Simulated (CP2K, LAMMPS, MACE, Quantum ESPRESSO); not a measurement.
# Ranking relaxed geometries by hand: glassy 33SiO2-40B2O3-13K2O-13CaO (mol %) (55 atoms)

The cell holds 55 atoms (5 Si, 12 B, 4 K, 2 Ca and 32 O). Recipe: 55 atoms (5 Si, 12 B, 4 K, 2 Ca, 32 O) placed at random at 2.26 g/cm³, melted at 3000 K for 20 ps at fixed volume with the Buckingham and Coulomb pair potential of Guillot and Sator (Geochim. Cosmochim. Acta 71, 1249 (2007)) with the boron terms of Wang et al. (J. Non-Cryst. Solids 498, 294 (2018)). Quenched from 3000 K to 300 K at 20 K/ps and fixed volume, held 10 ps at zero pressure.

Each method relaxed the atoms from this start in the fixed cell; Quantum ESPRESSO 7.5 (PBE; plane waves, SSSP efficiency, 60/480 Ry; k-points Γ) then solved the start and every end.

```
                geometry  free energy (eV)  r.m.s. force (eV/Å)
                   start        -28216.877                1.129
end of MACE MPA-0 medium        -28222.485                0.076
 end of CP2K double zeta        -28222.324                0.131
```

Task: Find the energy that each relaxation gains per atom at this level, and what share of the best gain each reaches. Compare the gap between best and worst with kT at 300 K (25.9 meV).

Worked:

MACE MPA-0 medium: -28216.877 − (-28222.485) = 5.608 eV, or 102.0 meV an atom; 100 % of the best.

CP2K double zeta: -28216.877 − (-28222.324) = 5.447 eV, or 99.0 meV an atom; 97 % of the best.

MACE MPA-0 medium gains most. CP2K double zeta ends 0.160 eV higher for the cell, 2.9 meV an atom, which is 0.11 kT an atom and 6.2 kT for the cell.

Limits: no end is a minimum of this level.

[Logs are printed without paths, hosts, clocks, repeated set-up lines and the standing remarks that a program may print on its own settings, such as how far it seeks lower states.]

[Hosts, paths, dates, database ids (printed as entryN), source tags and the programs' standing remarks are cut or masked in the printed files.]
